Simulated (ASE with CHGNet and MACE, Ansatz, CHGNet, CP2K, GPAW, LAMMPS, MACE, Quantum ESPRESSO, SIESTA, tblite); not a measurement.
## Machine-learned potentials runs on amorphous 32Ga2O3-68GeO2 (mol %) (69 atoms)

Wanted: machine-learned potentials inputs and outputs for amorphous 32Ga2O3-68GeO2 (mol %) (69 atoms), checked against a plane-wave reference.

Calculated with ASE with CHGNet and MACE; the method is named at each step.

**1. Set-up**

The cell holds 69 atoms: 12 Ga, 13 Ge and 44 O. Its edges and angles: a = 10.328 Å, b = 10.328 Å, c = 10.328 Å, α = 90.0°, β = 90.0°, γ = 90.0°. 69 atoms (12 Fe, 13 Ge, 44 O) placed at random at 3.56 g/cm³, melted at 5000 K for 10 ps at fixed volume with the Morse and Coulomb pair potential with partial charges (Pedone, Malavasi, Menziani, Cormack and Segre, J. Phys. Chem. B 110, 11780 (2006)). Quenched from 5000 K to 300 K at 20 K/ps and fixed volume, held 5 ps, then minimised at fixed cell. Then Fe was replaced by Ga and the cell scaled by 1.006 (the potential has no terms for the new elements, so the cell is a start for a DFT relaxation).

The yardstick, on the same geometry:

- method: Kohn-Sham DFT, PBE, PAW, plane waves (Ansatz 0.2.0); cutoff 420 eV, Γ point, fermi-dirac smearing of 0.05 eV; PAW set soft_2
- r.m.s. force component: 0.8492 eV/Å
- longest force: 2.5 eV/Å
- pressure: -2.494 GPa
- gap (highest filled to lowest empty level): 0.8632 eV
- SCF cycles: 9
- time: 6.8 s on 8 threads of Arm Neoverse V2, shared host
- CPU time: 49 s

**2. CHGNet 0.3.0 potential**

Method: machine-learned interatomic potential CHGNet 0.3.0, trained on PBE(+U) plane-wave data.

Input file run.py:

```python
import numpy as np
from ase.io import read
import mlip  # loads the published weights by name

atoms = read("structure.xyz")
atoms.calc = mlip.calc("chgnet-0.3.0")
energy = atoms.get_potential_energy()
forces = atoms.get_forces()
print(f"energy {energy:.6f} eV")
print("forces (eV/A)")
for i, (a, f) in enumerate(zip(atoms, forces)):
    print(f"{i:4d} {a.symbol:2s} {f[0]:10.5f} {f[1]:10.5f} {f[2]:10.5f}")
stress = -atoms.get_stress(voigt=False) * 160.21766
print("stress (GPa, compression positive)")
for row in stress:
    print(" ".join(f"{x:10.4f}" for x in row))
```

Input file structure.xyz:

```xyz
69
Lattice="10.32770 0.00000 0.00000 0.00000 10.32770 0.00000 0.00000 0.00000 10.32770" Properties=species:S:1:pos:R:3 pbc="T T T"
Ga 2.08186 6.68574 4.76758
Ga 2.71784 9.13878 2.61425
Ga 2.64647 9.94268 5.97168
Ga 7.63300 5.85250 5.75160
Ga 0.38873 1.06179 7.13210
Ga 7.92269 3.12743 6.84220
Ga 10.09574 8.29066 6.27356
Ga 1.29602 9.78932 9.54496
Ga 7.76788 2.76762 3.63669
Ga 0.59725 4.09142 6.92286
Ga 5.26021 1.07284 4.94831
Ga 5.10509 8.05623 4.48677
Ge 3.59073 2.38074 7.60077
Ge 4.21546 6.22389 1.76325
Ge 3.33574 3.30776 3.09800
Ge 7.51495 5.27250 1.18097
Ge 9.29183 5.96642 8.61867
Ge 8.32320 1.01119 9.45387
Ge 4.43224 5.68075 6.87711
Ge 2.11852 6.43695 9.33180
Ge 7.44028 10.20996 6.63245
Ge 6.83549 0.15760 2.01721
Ge 8.04838 7.55729 3.44511
Ge 3.93021 1.13698 0.48819
Ge 0.73905 1.44691 3.82548
O 1.86363 7.53447 3.13890
O 1.79867 10.14872 7.75961
O 1.31441 7.92909 9.56035
O 8.34427 6.41030 2.23522
O 4.01789 1.06179 6.53630
O 3.86783 9.67716 4.38545
O 6.94910 1.50227 6.15634
O 4.23766 3.93599 7.09090
O 7.42417 9.01453 2.75646
O 1.25079 0.84295 5.37939
O 3.58640 2.42278 1.60141
O 9.74656 2.58502 6.61241
O 7.58208 3.76403 2.00213
O 5.82234 5.76503 1.21795
O 3.28989 6.29040 8.05364
O 8.32309 5.57613 9.97429
O 10.01797 0.65354 9.12845
O 3.97833 6.68295 5.46118
O 4.40032 2.59907 4.22393
O 6.13218 5.93636 6.93598
O 4.41581 7.77634 2.55053
O 6.60105 1.15918 3.41300
O 7.95016 2.52027 8.71875
O 0.68648 5.44797 8.77679
O 3.08871 6.19641 0.43159
O 1.40033 0.16225 2.88339
O 3.64661 4.99633 2.87854
O 5.27477 0.29455 1.23178
O 9.01939 7.39794 4.89151
O 9.41793 1.81819 3.67914
O 7.89470 0.67657 0.75279
[... 9 atom lines left out ...]
O 2.71557 10.21502 0.46774
O 7.58869 4.03307 5.07761
O 8.87893 4.99654 7.21349
O 3.99682 1.82780 9.21520
```

Run with:

```
OMP_NUM_THREADS=1 python run.py > output.txt
```

The log of the run:

```text
CHGNet v0.3.0 initialized with 412,525 parameters
CHGNet will run on cpu
energy -450.055298 eV
forces (eV/A)
   0 Ga   -0.11061    0.30121    0.62370
   1 Ga   -0.75164   -0.00123    1.20814
   2 Ga   -0.55639    0.34013   -0.11792
   3 Ga   -0.91362    0.21942   -0.12126
   4 Ga   -0.00270   -0.00233    0.05812
   5 Ga    0.47552   -1.22905    0.45223
   6 Ga   -0.58916    0.05199    0.16173
   7 Ga    0.64463   -0.38144   -0.62014
   8 Ga    0.73506    0.45866   -0.83400
   9 Ga    0.81370    0.14325   -0.56564
  10 Ga   -0.25929    0.33264    0.09503
  11 Ga    0.12327   -0.48546    0.14818
  12 Ge   -0.21320    1.07214    0.34792
  13 Ge    0.30482   -0.72129   -0.49185
  14 Ge    0.14404   -1.53419   -0.33029
  15 Ge   -0.71724    0.30481    0.88134
  16 Ge    0.37212    0.71670    0.26698
  17 Ge   -0.56889   -0.01971   -1.32380
  18 Ge   -0.21735   -0.68753    0.41539
  19 Ge    0.67203    0.41223   -0.28256
  20 Ge    0.29138   -0.13337    0.42423
  21 Ge   -0.38552   -0.21667   -0.85775
  22 Ge   -0.70049    0.61434   -0.38073
  23 Ge    0.20756    1.06440    0.37829
[...]
61 O    -0.42011   -0.10310    0.26518
  62 O    -0.10758   -0.14552   -0.14292
  63 O    -1.85353    0.20504   -0.05446
  64 O    -0.08308    1.55371   -0.57871
  65 O    -1.23631   -1.40479    0.08903
  66 O     0.16249   -0.37611    0.59987
  67 O    -0.78190   -1.12605   -1.34103
  68 O     0.64868    0.10748    0.10430
stress (GPa, compression positive)
   -2.5479     0.1065    -0.8357
    0.1065    -2.4006     1.9104
   -0.8357     1.9104    -1.7824
```

The job ended after 3.5 s (1 thread of Arm Neoverse V2, shared host; peak memory 0.88 GiB).

Banners, paths, timers and routine set-up lines are dropped from the logs unmarked, and long logs keep their key lines alone; longer cuts are marked.

Numbers from this run, and their distance from the reference:

```yaml
r_m_s_force_component: 0.7641 eV/Å
r_m_s_difference_of_force_components: 155.9 meV/Å
longest_difference_of_force_vectors: 531.1 meV/Å
force_difference_over_r_m_s_force: 18.36 %
slope_of_forces_against_the_reference_s: 0.8879
correlation_of_force_components: 0.9869
pressure: -2.244 GPa
pressure_difference: 0.2506 GPa
```

Length of the force difference by element (eV/Å):

```
element  atoms  mean  most
     Ga     12  0.28  0.47
     Ge     13  0.29  0.39
      O     44  0.23  0.53
```

Local excerpt of 9 atoms (numbers count through the whole input) about O69, picked at random; x, y, z are measured from there.

```
atom      x      y      z  distance (Å)  bonds     Fx     Fy  Fz (eV/Å)
 O69   0.00   0.00   0.00          0.00      2   0.65   0.11       0.10
Ge24  -0.07  -0.69   1.60          1.74      4   0.21   1.06       0.38
Ge13  -0.41   0.55  -1.61          1.75      4  -0.21   1.07       0.35
 O30   0.02  -0.77  -2.68          2.79      3   0.41  -1.38      -1.17
 O36  -0.41   0.59   2.71          2.81      2  -0.11   0.35      -1.02
 O66  -1.28  -1.94   1.58          2.81      3  -1.24  -1.40       0.09
 O64  -2.12   0.88  -1.65          2.83      3  -1.85   0.21      -0.05
 O33   0.24   2.11  -2.12          3.00      2   0.56  -0.30      -0.34
 O53   1.28  -1.53   2.34          3.08      2  -0.14  -0.99      -0.38
```

Atoms are counted from 1 here, from 0 in the log.

Forces lie 18 % from the reference's, at 0.065 times its CPU time (on 1 against 8 cores).

**3. MACE MP-0b3 medium potential**

Method: machine-learned interatomic potential MACE MP-0b3 medium, trained on PBE(+U) plane-wave data.

Edit run.py of step 2 so:

```diff
@@ -5,3 +5,3 @@
 atoms = read("structure.xyz")
-atoms.calc = mlip.calc("chgnet-0.3.0")
+atoms.calc = mlip.calc("mace-mp-0b3-medium")
 energy = atoms.get_potential_energy()
```

structure.xyz is that of step 2.

The log of the run:

```text
energy -418.623530 eV
forces (eV/A)
   0 Ga   -0.19648    0.33180    0.48018
   1 Ga   -1.02202   -0.21534    1.09377
   2 Ga   -0.75715    0.35795   -0.01820
   3 Ga   -0.93621    0.16823    0.00500
   4 Ga    0.18077   -0.07148    0.17261
   5 Ga    0.66575   -1.08717    0.57072
   6 Ga   -0.69344    0.00389    0.15248
   7 Ga    0.51574   -0.25728   -0.58781
   8 Ga    0.96957    0.49172   -0.98920
   9 Ga    0.97028   -0.05748   -0.43869
  10 Ga   -0.28652    0.56953    0.18174
  11 Ga    0.05157   -0.52391    0.44914
  12 Ge   -0.51176    0.90122    0.35956
  13 Ge    0.33767   -0.88916   -0.71566
  14 Ge    0.07552   -1.66680   -0.51705
  15 Ge   -0.63991    0.29741    1.07780
  16 Ge    0.41150    0.85210    0.46842
  17 Ge   -0.53964   -0.10472   -1.26484
  18 Ge   -0.12674   -0.53751    0.39372
  19 Ge    0.45847    0.58523   -0.14801
  20 Ge    0.18668   -0.21885    0.47900
  21 Ge   -0.17528   -0.12266   -1.03742
  22 Ge   -0.43569    0.26214   -0.50885
  23 Ge    0.06014    1.23504    0.19752
[...]
61 O    -0.28602   -0.04308    0.23612
  62 O     0.07421    0.07786   -0.24087
  63 O    -1.90034    0.27795   -0.12476
  64 O    -0.20080    1.57307   -0.55176
  65 O    -1.20296   -1.55164    0.26890
  66 O     0.15785   -0.34097    0.80708
  67 O    -0.93487   -1.37483   -1.51631
  68 O     0.69342    0.19123   -0.00474
stress (GPa, compression positive)
   -3.0926     0.0943    -0.8208
    0.0943    -2.6338     2.2507
   -0.8208     2.2507    -2.3269
```

It took 6.6 s on 1 thread; peak memory 0.89 GiB.

Numbers from this run, and their distance from the reference:

```
r.m.s. force component                  : 0.7968 eV/Å
r.m.s. difference of force components   : 97.06 meV/Å
longest difference of force vectors     : 414.6 meV/Å
force difference over r.m.s. force      : 11.43 %
slope of forces against the reference's : 0.9336
correlation of force components         : 0.9951
pressure                                : -2.684 GPa
pressure difference                     : -0.1902 GPa
```

Against the first run (18 %), the force difference from the reference is 11 %, at 2.1 times the CPU time.

**4. MACE MP-0b2 small potential**

Method: machine-learned interatomic potential MACE MP-0b2 small, trained on PBE(+U) plane-wave data.

Edit run.py of step 3 so:

```diff
@@ -5,3 +5,3 @@
 atoms = read("structure.xyz")
-atoms.calc = mlip.calc("mace-mp-0b3-medium")
+atoms.calc = mlip.calc("mace-mp-0b2-small")
 energy = atoms.get_potential_energy()
```

structure.xyz is that of step 3.

The log of the run:

```text
energy -418.831145 eV
forces (eV/A)
   0 Ga   -0.43823    0.25394    0.72318
   1 Ga   -0.86874   -0.12203    1.00723
   2 Ga   -0.67864    0.32176   -0.13072
   3 Ga   -0.84409    0.08667   -0.17039
   4 Ga    0.18137   -0.11044    0.31857
   5 Ga    0.54077   -1.08157    0.56472
   6 Ga   -0.62606    0.00819    0.11847
   7 Ga    0.52424   -0.26165   -0.54555
   8 Ga    0.85471    0.56000   -1.06878
   9 Ga    0.98777    0.17037   -0.70391
  10 Ga   -0.30056    0.57934   -0.00785
  11 Ga   -0.01748   -0.33056    0.36324
  12 Ge   -0.30664    0.94234    0.45852
  13 Ge    0.48568   -1.08936   -0.68809
  14 Ge    0.21859   -1.72779   -0.61128
  15 Ge   -0.72589    0.16371    0.98164
  16 Ge    0.28669    0.78662    0.58157
  17 Ge   -0.54653   -0.09497   -1.16419
  18 Ge   -0.34379   -0.60346    0.45874
  19 Ge    0.76745    0.53499   -0.15417
  20 Ge    0.22605   -0.20940    0.56042
  21 Ge   -0.31807   -0.12423   -1.12645
  22 Ge   -0.49086    0.41243   -0.51789
  23 Ge    0.26833    1.40436    0.24941
[...]
61 O    -0.26060   -0.08360    0.27219
  62 O     0.04947    0.11466   -0.11566
  63 O    -1.94031    0.22801   -0.09980
  64 O    -0.14478    1.72728   -0.56664
  65 O    -1.36644   -1.66824    0.26793
  66 O     0.14568   -0.28740    0.84693
  67 O    -0.88938   -1.43169   -1.43225
  68 O     0.65057    0.14454    0.01643
stress (GPa, compression positive)
   -3.2112     0.0502    -0.7802
    0.0502    -2.6068     2.3023
   -0.7802     2.3023    -2.4449
```

Wall time 5.5 s (1 thread); peak memory 0.66 GiB.

Compared with the plane-wave run:

| Property | Result |
| --- | --- |
| r.m.s. force component | 0.8139 eV/Å |
| r.m.s. difference of force components | 117.5 meV/Å |
| longest difference of force vectors | 492.3 meV/Å |
| force difference over r.m.s. force | 13.83 % |
| slope of forces against the reference's | 0.9497 |
| correlation of force components | 0.9909 |
| pressure | -2.754 GPa |
| pressure difference | -0.2601 GPa |

Against the first run (18 %), the force difference from the reference is 14 %, at 1.7 times the CPU time.

**5. The ladder**

Differences are against the plane-wave reference, forces as r.m.s. over components; share is that over the reference's r.m.s. force, slope the least-squares factor from reference forces to these. Total energies of different programs have different zeros and aren't compared.

```
                         run  Δ force, r.m.s. (meV/Å)  share (%)  slope  Δ pressure (GPa)  cores  CPU time  memory (GiB)
                   reference                        -          -      -                 -      8      49 s           1.5
      CHGNet 0.3.0 potential                      156       18.4  0.888             0.251      1     3.1 s          0.88
MACE MP-0b3 medium potential                     97.1       11.4  0.934            -0.190      1     6.6 s          0.89
 MACE MP-0b2 small potential                      117       13.8  0.950            -0.260      1     5.4 s          0.66
```

Times of the machine-learned potentials are mostly Python's start and the loading of weights.

CPU time is summed over cores on a shared host, where runs went side by side, so it is rough. Symmetry, cutoffs, thresholds, outputs and thread counts weren't matched or tuned between programs; memory under MPI is the largest rank's times the ranks.

**6. Outcome**

* nearest in forces: MACE MP-0b3 medium potential, 11 %
* its CPU time: 6.6 s

In words: Machine-learned potentials differ by 11 % (MACE MP-0b3 medium potential) to 18 % (CHGNet 0.3.0 potential); they were trained on other programs' data. Machine-learned potentials mimic data converged in k, so the reference's own k-point error enters their differences. The quench rate of 20 K/ps is many orders above laboratory rates, so the cell is likely richer in defects and strain than a real sample. The network of bonds at the start is that of the classical potential that made the cell, and needn't be the one that DFT or experiment would give. The reference's pressure of -2.5 GPa belongs to a cell and atoms that aren't relaxed at this level. The electronic-structure runs sample only Γ, in a cell whose shortest periodic width is 10 Å.

[Also dropped from logs without a mark: logging warnings of Python, and SIESTA's first energy breakdown and zero terms.]

[Logs are printed without paths, hosts, clocks, repeated set-up lines and the standing remarks that a program may print on its own settings, such as how far it seeks lower states.]

[Hosts, paths, dates, database ids (printed as entryN), source tags and the programs' standing remarks are cut or masked in the printed files.]
